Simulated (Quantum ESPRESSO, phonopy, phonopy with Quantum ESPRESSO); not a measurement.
# Grüneisen parameters and expansion of BP (F-43m), part 8 of 8

Wanted: mode Grüneisen parameters of BP and a free-energy fit over volumes.

Experimental results on record:
- volume expansion coefficient 9.6 1e-6/K near room temperature (given in “Thermal expansion coefficients of high thermal conducting BAs and BP materials (three times its linear coefficient)”, 2019, arxiv:1906.04101)

Quantum ESPRESSO 7.5; DFT LDA, scalar-relativistic, plane waves, GBRV ultrasoft pseudopotentials.

So far. Step 21 (Self-consistent run, V/V0 0.97): The run ends at a pressure of 5.55 GPa. Step 22 (Born charges and dielectric tensor): The Born charges sum to zero within 0.0039 e; the rest is removed before use. Acoustic frequencies in this log differ from zero by the error of the sum rule, which ph.x does not impose.

**23. Forces on a displaced cell**

One atom (for the harmonic constants) or a pair of atoms (for the cubic ones) is moved by a few hundredths of an ångström; the forces on all atoms give a column of force constants. The threshold is tight because the forces are small.

System of this step: BP. The cell holds 54 atoms: 27 B and 27 P. Cell: a = 9.423 Å, b = 9.423 Å, c = 9.423 Å, α = 60.0°, β = 60.0°, γ = 60.0°. It derives from BP, repeated 3×3×3.

File disp-00001.in:

```
 &control
    calculation='scf',
    prefix='x',
    outdir='./tmp',
    pseudo_dir='./pseudo',
    tprnfor=.true.,
    disk_io='none',
 /
 &system
    ibrav=0,
    nat=54,
    ntyp=2,
    ecutwfc=30.0,
    ecutrho=180.0,
    occupations='fixed',
    nbnd=110,
 /
 &electrons
    conv_thr=1.0d-11,
    mixing_beta=0.7,
    electron_maxstep=100,
 /
ATOMIC_SPECIES
 B      10.8100  B.upf
 P      30.9738  P.upf
CELL_PARAMETERS angstrom
     0.000000000    6.663391718    6.663391718
     6.663391718    0.000000000    6.663391718
     6.663391718    6.663391718    0.000000000
ATOMIC_POSITIONS crystal
 B      0.002122363   0.000000000   0.000000000
 B      0.333333333   0.000000000   0.000000000
 B      0.666666667   0.000000000   0.000000000
 B      0.000000000   0.333333333   0.000000000
 B      0.333333333   0.333333333   0.000000000
 B      0.666666667   0.333333333   0.000000000
 B      0.000000000   0.666666667   0.000000000
 B      0.333333333   0.666666667   0.000000000
 B      0.666666667   0.666666667   0.000000000
 B      0.000000000   0.000000000   0.333333333
 B      0.333333333   0.000000000   0.333333333
 B      0.666666667   0.000000000   0.333333333
 B      0.000000000   0.333333333   0.333333333
 B      0.333333333   0.333333333   0.333333333
 B      0.666666667   0.333333333   0.333333333
 B      0.000000000   0.666666667   0.333333333
 B      0.333333333   0.666666667   0.333333333
 B      0.666666667   0.666666667   0.333333333
 B      0.000000000   0.000000000   0.666666667
 B      0.333333333   0.000000000   0.666666667
 B      0.666666667   0.000000000   0.666666667
 B      0.000000000   0.333333333   0.666666667
 B      0.333333333   0.333333333   0.666666667
 B      0.666666667   0.333333333   0.666666667
 B      0.000000000   0.666666667   0.666666667
 B      0.333333333   0.666666667   0.666666667
 B      0.666666667   0.666666667   0.666666667
 P      0.083333333   0.083333333   0.083333333
 P      0.416666667   0.083333333   0.083333333
 P      0.750000000   0.083333333   0.083333333
 P      0.083333333   0.416666667   0.083333333
 P      0.416666667   0.416666667   0.083333333
 P      0.750000000   0.416666667   0.083333333
 P      0.083333333   0.750000000   0.083333333
 P      0.416666667   0.750000000   0.083333333
 P      0.750000000   0.750000000   0.083333333
 P      0.083333333   0.083333333   0.416666667
 P      0.416666667   0.083333333   0.416666667
 P      0.750000000   0.083333333   0.416666667
 P      0.083333333   0.416666667   0.416666667
 P      0.416666667   0.416666667   0.416666667
 P      0.750000000   0.416666667   0.416666667
 P      0.083333333   0.750000000   0.416666667
 P      0.416666667   0.750000000   0.416666667
 P      0.750000000   0.750000000   0.416666667
 P      0.083333333   0.083333333   0.750000000
 P      0.416666667   0.083333333   0.750000000
 P      0.750000000   0.083333333   0.750000000
 P      0.083333333   0.416666667   0.750000000
 P      0.416666667   0.416666667   0.750000000
 P      0.750000000   0.416666667   0.750000000
 P      0.083333333   0.750000000   0.750000000
 P      0.416666667   0.750000000   0.750000000
 P      0.750000000   0.750000000   0.750000000
K_POINTS automatic
 3 3 3 0 0 0
```

Launch:

```
OMP_NUM_THREADS=1 mpirun -n 2 pw.x -nk 2 -in disp-00001.in > disp-00001.out
```

Log:

```text
[banner, memory and clock lines left out]
Program PWSCF v.7.5

     Message from routine setup:
     using ibrav=0 with symmetry is DISCOURAGED, use correct ibrav instead

     G-vector sticks info

     bravais-lattice index     =            0
     lattice parameter (alat)  =      17.8078  a.u.
     unit-cell volume          =    3993.1225 (a.u.)^3
     number of atoms/cell      =           54
     number of atomic types    =            2
     number of electrons       =       216.00
[...]
atom    1 type  1   force =    -0.00047993   -0.01209083   -0.01209083
     atom    2 type  1   force =     0.00032007    0.00044985    0.00044985
     atom    3 type  1   force =    -0.00031947    0.00043453    0.00043453
[...]
atom   53 type  2   force =     0.00009890   -0.00002555   -0.00002555
     atom   54 type  2   force =     0.00000014   -0.00002262   -0.00002262

     Total force =     0.020138     Total SCF correction =     0.000004
     Message from routine punch:
     Nothing written, as per user request (disk_io='none')
[key lines of the parts left out:]
!    total energy              =    -594.21090896 Ry
convergence has been achieved in  17 iterations
```

Wall time 9.1 min (2 MPI ranks of Intel Xeon Platinum 8175M at 2.50GHz (Skylake/Cascade Lake), shared host); 18 min of CPU time.

**24. Phonons, V/V0 0.97**

This step: DFT LDA, scalar-relativistic, plane waves, GBRV ultrasoft pseudopotentials (phonopy with Quantum ESPRESSO 4.10.0 / 7.5).

The job ended after 9.1 min (4 threads; 36 min of CPU time).

No mode is imaginary beyond numerical noise along the path. The highest zone-centre mode (no LO–TO term) moved by +3.1 % for a volume change of -3.0 %.

The time given is that of the 2 pw.x runs on displaced cells behind this step.

**25. Ground state at this cell, V/V0 1.05**

A tight ground state at this cell gives the energy of this member; its pressure is the stress at this cutoff, which can carry an offset from the finite basis.

This step: DFT LDA, scalar-relativistic, plane waves, GBRV ultrasoft pseudopotentials (Quantum ESPRESSO 7.5).

System of this step: BP. The structure is cubic, space group F-43m (No. 216). The conventional cell has a = 4.561 Å, b = 4.561 Å, c = 4.561 Å, α = 90.00°, β = 90.00°, γ = 90.00°. Nearest to B lie 4 P at 1.98 Å. Nearest to P lie 4 B at 1.98 Å. Farther neighbours are not listed.

File scf.in:

```
 &control
    calculation='scf',
    prefix='x',
    outdir='./tmp',
    pseudo_dir='./pseudo',
    tprnfor=.true.,
    tstress=.true.,
 /
 &system
    ibrav=0,
    nat=2,
    ntyp=2,
    ecutwfc=30.0,
    ecutrho=180.0,
    occupations='fixed',
    nbnd=6,
 /
 &electrons
    conv_thr=1.0d-12,
    mixing_beta=0.7,
    electron_maxstep=100,
 /
ATOMIC_SPECIES
 B      10.8100  B.upf
 P      30.9738  P.upf
CELL_PARAMETERS angstrom
     0.000000000    2.280586828    2.280586828
     2.280586828    0.000000000    2.280586828
     2.280586828    2.280586828    0.000000000
ATOMIC_POSITIONS crystal
 B      0.000000000   0.000000000   0.000000000
 P      0.250000000   0.250000000   0.250000000
K_POINTS automatic
 12 12 12 0 0 0
```

Launch:

```
OMP_NUM_THREADS=1 mpirun -n 4 pw.x -nk 4 -in scf.in > scf.out
```

Log:

```text
[banner, memory and clock lines left out]
Program PWSCF v.7.5

     Message from routine setup:
     using ibrav=0 with symmetry is DISCOURAGED, use correct ibrav instead

     G-vector sticks info

     bravais-lattice index     =            0
     lattice parameter (alat)  =       6.0948  a.u.
     unit-cell volume          =     160.0908 (a.u.)^3
     number of atoms/cell      =            2
     number of atomic types    =            2
     number of electrons       =         8.00
[...]
atom    2 type  2   force =    -0.00000000    0.00000000    0.00000000

     Total force =     0.000000     Total SCF correction =     0.000000

     Computing stress (Cartesian axis) and pressure

          total   stress  (Ry/bohr**3)                   (kbar)     P=      -79.88
[...]
-0.00000000  -0.00054300  -0.00000000           -0.00      -79.88       -0.00
  -0.00000000  -0.00000000  -0.00054300           -0.00       -0.00      -79.88

     XML data file, charge density, pseudopotentials, collected wavefunctions
[key lines of the parts left out:]
!    total energy              =     -22.00725899 Ry
convergence has been achieved in   9 iterations
```

Wall time 4.5 s (4 MPI ranks); 17 s of CPU time.

The run ends at a pressure of -7.99 GPa.

**26. Zone-centre response**

In a polar crystal the Born charges and ε∞ give the long-range dipole term that a finite supercell misses. They are those of this k-mesh and were not tested on a denser one; where the gap is small they converge slowly, and the LO modes with them.

File ph.in:

```
phonons
 &inputph
    prefix='x',
    outdir='./tmp',
    fildyn='x.dyn',
    tr2_ph=1.0d-18,
    epsil=.true.,
 /
0.000000000 0.000000000 0.000000000
```

scf.in is that of step 25.

Launch:

```
OMP_NUM_THREADS=1 mpirun -n 4 ph.x -nk 4 -in ph.in > ph.out
```

Log:

```text
[banner, memory and clock lines left out]
Program PHONON v.7.5

     ./tmp/x.save/

     IMPORTANT: XC functional enforced from input :
     Exchange-correlation= PZ
                           (   1   1   0   0   0   0   0)
     Any further DFT definition will be discarded
     Please, verify this is what you really want

     G-vector sticks info

     Reading collected, re-writing distributed wavefunctions in ./tmp/

     Number and degeneracy of irreps per q-point
       N         xq(1)         xq(2)         xq(3)   N irreps
[...]
freq (    1) =      -0.246611 [THz] =      -8.226064 [cm-1]
     freq (    2) =      -0.246611 [THz] =      -8.226064 [cm-1]
     freq (    3) =      -0.246611 [THz] =      -8.226064 [cm-1]
     freq (    4) =      23.494603 [THz] =     783.695599 [cm-1]
     freq (    5) =      23.494603 [THz] =     783.695599 [cm-1]
     freq (    6) =      23.494603 [THz] =     783.695599 [cm-1]
 **************************************************************************

     Mode symmetry, T_d (-43m)  point group:

     freq (   1-   3) =         -8.2  [cm-1]   --> T_2  G_15 P_4   I+R
     freq (   4-   6) =        783.7  [cm-1]   --> T_2  G_15 P_4   I+R
```

It took 45 s on 4 MPI ranks.

ε∞:

```
9.24 0.00 0.00
0.00 9.24 0.00
0.00 0.00 9.24
```

The Born charges sum to zero within 0.0035 e; the rest is removed before use. Acoustic frequencies in this log differ from zero by the error of the sum rule, which ph.x does not impose.

**27. A displaced supercell**

One atom (for the harmonic constants) or a pair of atoms (for the cubic ones) is moved by a few hundredths of an ångström; the forces on all atoms give a column of force constants. The threshold is tight because the forces are small.

System of this step: BP. The cell holds 54 atoms: 27 B and 27 P. Its edges and angles: a = 9.676 Å, b = 9.676 Å, c = 9.676 Å, α = 60.0°, β = 60.0°, γ = 60.0°. It derives from BP, repeated 3×3×3.

Changes to disp-00001.in since step 23:

```diff
@@ -26,7 +26,7 @@
 CELL_PARAMETERS angstrom
-     0.000000000    6.663391718    6.663391718
-     6.663391718    0.000000000    6.663391718
-     6.663391718    6.663391718    0.000000000
+     0.000000000    6.841760484    6.841760484
+     6.841760484    0.000000000    6.841760484
+     6.841760484    6.841760484    0.000000000
 ATOMIC_POSITIONS crystal
- B      0.002122363   0.000000000   0.000000000
+ B      0.002067032   0.000000000   0.000000000
  B      0.333333333   0.000000000   0.000000000
```

Launch:

```
OMP_NUM_THREADS=1 mpirun -n 2 pw.x -nk 2 -in disp-00001.in > disp-00001.out
```

Log:

```text
[banner, memory and clock lines left out]
Program PWSCF v.7.5

     Message from routine setup:
     using ibrav=0 with symmetry is DISCOURAGED, use correct ibrav instead

     G-vector sticks info

     bravais-lattice index     =            0
     lattice parameter (alat)  =      18.2844  a.u.
     unit-cell volume          =    4322.4522 (a.u.)^3
     number of atoms/cell      =           54
     number of atomic types    =            2
     number of electrons       =       216.00
[...]
atom    1 type  1   force =    -0.00038215   -0.01005632   -0.01005632
     atom    2 type  1   force =     0.00026921    0.00036218    0.00036218
     atom    3 type  1   force =    -0.00026916    0.00034997    0.00034997
[...]
atom   53 type  2   force =     0.00008406   -0.00001692   -0.00001692
     atom   54 type  2   force =     0.00000019   -0.00002179   -0.00002179

     Total force =     0.016559     Total SCF correction =     0.000001
     Message from routine punch:
     Nothing written, as per user request (disk_io='none')
[key lines of the parts left out:]
!    total energy              =    -594.19453984 Ry
convergence has been achieved in  19 iterations
```

It took 10 min on 2 MPI ranks.

**28. Phonons, V/V0 1.05**

This step: DFT LDA, scalar-relativistic, plane waves, GBRV ultrasoft pseudopotentials (phonopy with Quantum ESPRESSO 4.10.0 / 7.5).

Elapsed: 10 min, on 4 threads; 40 min of CPU time.

No mode is imaginary beyond numerical noise along the path. The highest zone-centre mode (no LO–TO term) moved by -4.9 % for a volume change of +5.0 %.

The time given is that of the 2 pw.x runs on displaced cells behind this step.

**29. How the modes move with volume**

This step: DFT LDA, scalar-relativistic, plane waves, GBRV ultrasoft pseudopotentials (phonopy 4.10.0).

This step gave:

```yaml
share_of_modes_with_a_negative_grueneisen_parameter: 0.081
```

Mean Grüneisen, by row:

| T (K) | heat-capacity-weighted mean | root mean square |
| --- | --- | --- |
| 50 | 0.205 | 0.326 |
| 100 | 0.259 | 0.417 |
| 200 | 0.503 | 0.689 |
| 300 | 0.655 | 0.826 |
| 500 | 0.762 | 0.912 |
| 800 | 0.804 | 0.943 |

Mean mode Grueneisen parameter against wavenumber:

| wavenumber (cm⁻¹) | mean mode Grueneisen parameter |
| --- | --- |
| 14 | - |
| 42 | 0.178 |
| 97 | 0.387 |
| 125 | 0.199 |
| 180 | 0.212 |
| 208 | 0.164 |
| 236 | 0.0822 |
| 291 | 0.174 |
| 319 | 0.253 |
| 347 | 0.427 |
| 402 | 0.568 |
| 430 | 0.897 |
| 486 | 0.923 |
| 513 | 0.947 |
| 541 | 0.918 |
| 597 | - |
| 624 | - |
| 652 | - |
| 708 | 1.3 |
| 735 | 1.33 |
| 791 | 1.16 |
| 819 | 1.17 |

Volume series, by row:

| V/V0 | V (Å³/atom) | pressure (GPa) | E - E0 (meV/atom) | gap (eV) | zero-point energy (meV/atom) | lowest on the path (cm⁻¹) | highest at Gamma without the LO-TO term (cm⁻¹) |
| --- | --- | --- | --- | --- | --- | --- | --- |
| 0.97 | 10.96 | 5.55 | 7.546 | 1.099 | 106.3 | 0 | 849.6 |
| 0.985 | 11.13 | 2.604 | 2.244 | 1.118 | 104.7 | 0 | 836.5 |
| 1 | 11.3 | -0.139 | 0 | 1.137 | 103.1 | 0 | 823.9 |
| 1.015 | 11.47 | -2.693 | 0.589 | 1.155 | 101.5 | 0 | 811.5 |
| 1.03 | 11.64 | -5.069 | 3.724 | 1.173 | 100 | 0 | 799.5 |
| 1.05 | 11.86 | -7.988 | 11.8 | 1.199 | 98.06 | 0 | 783.9 |

Table of optical frequency at Gamma without the LO-TO term, mode 4 by V/V0:

| V/V0 | optical frequency at Gamma without the LO-TO term, mode 4 (cm⁻¹) |
| --- | --- |
| 0.9700 | 850 |
| 0.9850 | 837 |
| 1.0000 | 824 |
| 1.0150 | 812 |
| 1.0300 | 799 |
| 1.0500 | 784 |

Grüneisen at points, by row:

| point | branch | frequency (cm⁻¹) | mode Grüneisen parameter |
| --- | --- | --- | --- |
| Γ | 4 | 823.9 | 1.01 |
| Γ | 6 | 831 | 1.09 |
| X | 1 | 309.2 | -0.09 |
| X | 3 | 533.4 | 0.92 |
| X | 4 | 720.7 | 1.52 |
| X | 6 | 803.7 | 1.06 |
| U | 1 | 302.1 | -0.08 |
| U | 2 | 402 | 0.4 |
| U | 3 | 481.8 | 0.9 |
| U | 4 | 698.2 | 1.35 |
| U | 5 | 733.7 | 1.42 |
| U | 6 | 808.2 | 1.25 |
| K | 1 | 302.1 | -0.08 |
| K | 2 | 402 | 0.4 |
| K | 3 | 481.8 | 0.9 |
| K | 4 | 698.2 | 1.35 |
| K | 5 | 733.7 | 1.42 |
| K | 6 | 808.2 | 1.25 |
| L | 1 | 222.9 | -0.19 |
| L | 3 | 514.8 | 1.06 |
| L | 4 | 777.1 | 1.09 |
| L | 5 | 780.9 | 1.22 |
| W | 1 | 353.4 | 0.33 |
| W | 2 | 401.4 | 0.17 |
| W | 3 | 457.6 | 0.99 |
| W | 4 | 701.3 | 1.2 |
| W | 5 | 724.8 | 1.52 |
| W | 6 | 805.5 | 1.31 |

The printed pressures lie 0.88 GPa below −dE/dV of the same runs on average, in a series that spans 14 GPa: energy and stress disagree, as they do when the basis is incomplete, so the pressures are not converged.

**30. Free-energy fit**

Numbers from this step:

| Item | Value |
| --- | --- |
| volume expansion coefficient at 300 K | 8.39 1e-6/K |
| isothermal bulk modulus at 300 K | 170.7 GPa |
| C_P at 300 K | 14.62 J/mol-atom/K |
| Grüneisen parameter at 300 K | 0.677 |

The energy (each curve on its own zero) by volume; values in meV/atom:

| volume (Å³/atom) | static | F at 0 K | F at 300 K | F at 900 K |
| --- | --- | --- | --- | --- |
| 10.958 | 7.55 | 11.6 | 11.9 | 15.7 |
| 11.127 | 2.24 | 4.63 | 4.88 | 7.2 |
| 11.297 | 0 | 0.81 | 0.91 | 1.76 |
| 11.466 | 0.59 | -0.15 | -0.21 | -0.84 |
| 11.636 | 3.72 | 1.47 | 1.25 | -0.89 |
| 11.861 | 11.8 | 7.59 | 7.14 | 2.97 |

Phonopy-qha, vinet fit of F(V) at each temperature; no electronic free energy. Qha vinet, by row:

| T (K) | fitted volume (Å³/atom) | alpha_V (1e-6/K) | B_T (GPa) | C_P (J/mol-atom/K) | Grueneisen |
| --- | --- | --- | --- | --- | --- |
| 100 | 11.44 | 0.77 | 171.8 | 2.996 | 0.3019 |
| 150 | 11.44 | 2.22 | 171.6 | 6.298 | 0.4165 |
| 200 | 11.45 | 4.25 | 171.4 | 9.462 | 0.5308 |
| 250 | 11.45 | 6.42 | 171.1 | 12.28 | 0.617 |
| 300 | 11.45 | 8.39 | 170.7 | 14.62 | 0.6766 |
| 350 | 11.46 | 10.06 | 170.3 | 16.51 | 0.7174 |
| 400 | 11.46 | 11.42 | 169.8 | 18 | 0.7459 |
| 450 | 11.47 | 12.52 | 169.3 | 19.18 | 0.7665 |
| 500 | 11.48 | 13.41 | 168.8 | 20.12 | 0.7818 |
| 550 | 11.49 | 14.14 | 168.3 | 20.88 | 0.7934 |
| 600 | 11.49 | 14.74 | 167.8 | 21.49 | 0.8025 |
| 650 | 11.5 | 15.25 | 167.2 | 21.99 | 0.8099 |
| 700 | 11.51 | 15.68 | 166.7 | 22.41 | 0.8159 |
| 750 | 11.52 | 16.04 | 166.2 | 22.76 | 0.8209 |
| 800 | 11.53 | 16.36 | 165.6 | 23.05 | 0.8251 |
| 850 | 11.54 | 16.64 | 165.1 | 23.31 | 0.8288 |

Volume expansion coefficient, phonopy-qha, Vinet against temperature:

| temperature (K) | volume expansion coefficient, phonopy-qha, Vinet (1e-6/K) |
| --- | --- |
| 75 | 0.34 |
| 125 | 1.4 |
| 150 | 2.22 |
| 200 | 4.25 |
| 225 | 5.35 |
| 275 | 7.44 |
| 300 | 8.39 |
| 350 | 10.1 |
| 375 | 10.8 |
| 425 | 12 |
| 450 | 12.5 |
| 500 | 13.4 |
| 525 | 13.8 |
| 575 | 14.5 |
| 600 | 14.7 |
| 650 | 15.2 |
| 675 | 15.5 |
| 725 | 15.9 |
| 750 | 16.0 |
| 800 | 16.4 |
| 825 | 16.5 |
| 875 | 16.8 |

The fit gives a volume expansion of 8.39 × 10⁻⁶/K at 300 K.

**31. Outcome**

```
volume expansion coefficient at 300 K  : 8.39 1e-6/K
isothermal bulk modulus at 300 K       : 170.7 GPa
C_P at 300 K                           : 14.62 J/mol-atom/K
Grüneisen parameter at 300 K           : 0.677
mean mode Grüneisen parameter at 300 K : 0.655
```

Near room temperature BP expands by 8.39 × 10⁻⁶/K in volume by LDA, with C_P = 14.6 J/(mol K) per mole of atoms and B_T = 171 GPa. C_P at room temperature is 59 % of the classical 3R an atom, so the stiffest modes are still partly frozen out. A measured volume expansion coefficient near room temperature is 9.6 1e-6/K (arxiv:1906.04101); the calculated 8.39 1e-6/K differs by -13 %. The heat-capacity-weighted Grüneisen parameter goes from 0.205 at 50 K to 0.804 at 800 K; 8 % of the modes stiffen on expansion. Weighting γ by the density of states and each mode's heat capacity at 300 K, modes below 280 cm⁻¹ give about 5 % of the sum of γC that drives the expansion, those up to 560 cm⁻¹ 37 % and the rest 58 %. Among the labelled points γ is largest for branch 4 at X (721 cm⁻¹, 1.5) and most negative for branch 1 at L (223 cm⁻¹, -0.19). The printed pressures lie 0.88 GPa below −dE/dV of the same runs on average, in a series that spans 14 GPa: energy and stress disagree, as they do when the basis is incomplete, so the pressures are not converged. The supercell is 7.9 Å across at its narrowest and was not tested against a larger one: only its own wavevectors are exact, and acoustic branches between them, with the entropy at low temperature, can be off.

[Logs are printed without paths, hosts, clocks, repeated set-up lines and the standing remarks that a program may print on its own settings, such as how far it seeks lower states.]

[Hosts, paths, dates, database ids (printed as entryN), source tags and the programs' standing remarks are cut or masked in the printed files.]

[A step with changed settings may run another functional than the one named; its input shows which.]

[Of the runs on displaced cells, only some may be shown.]
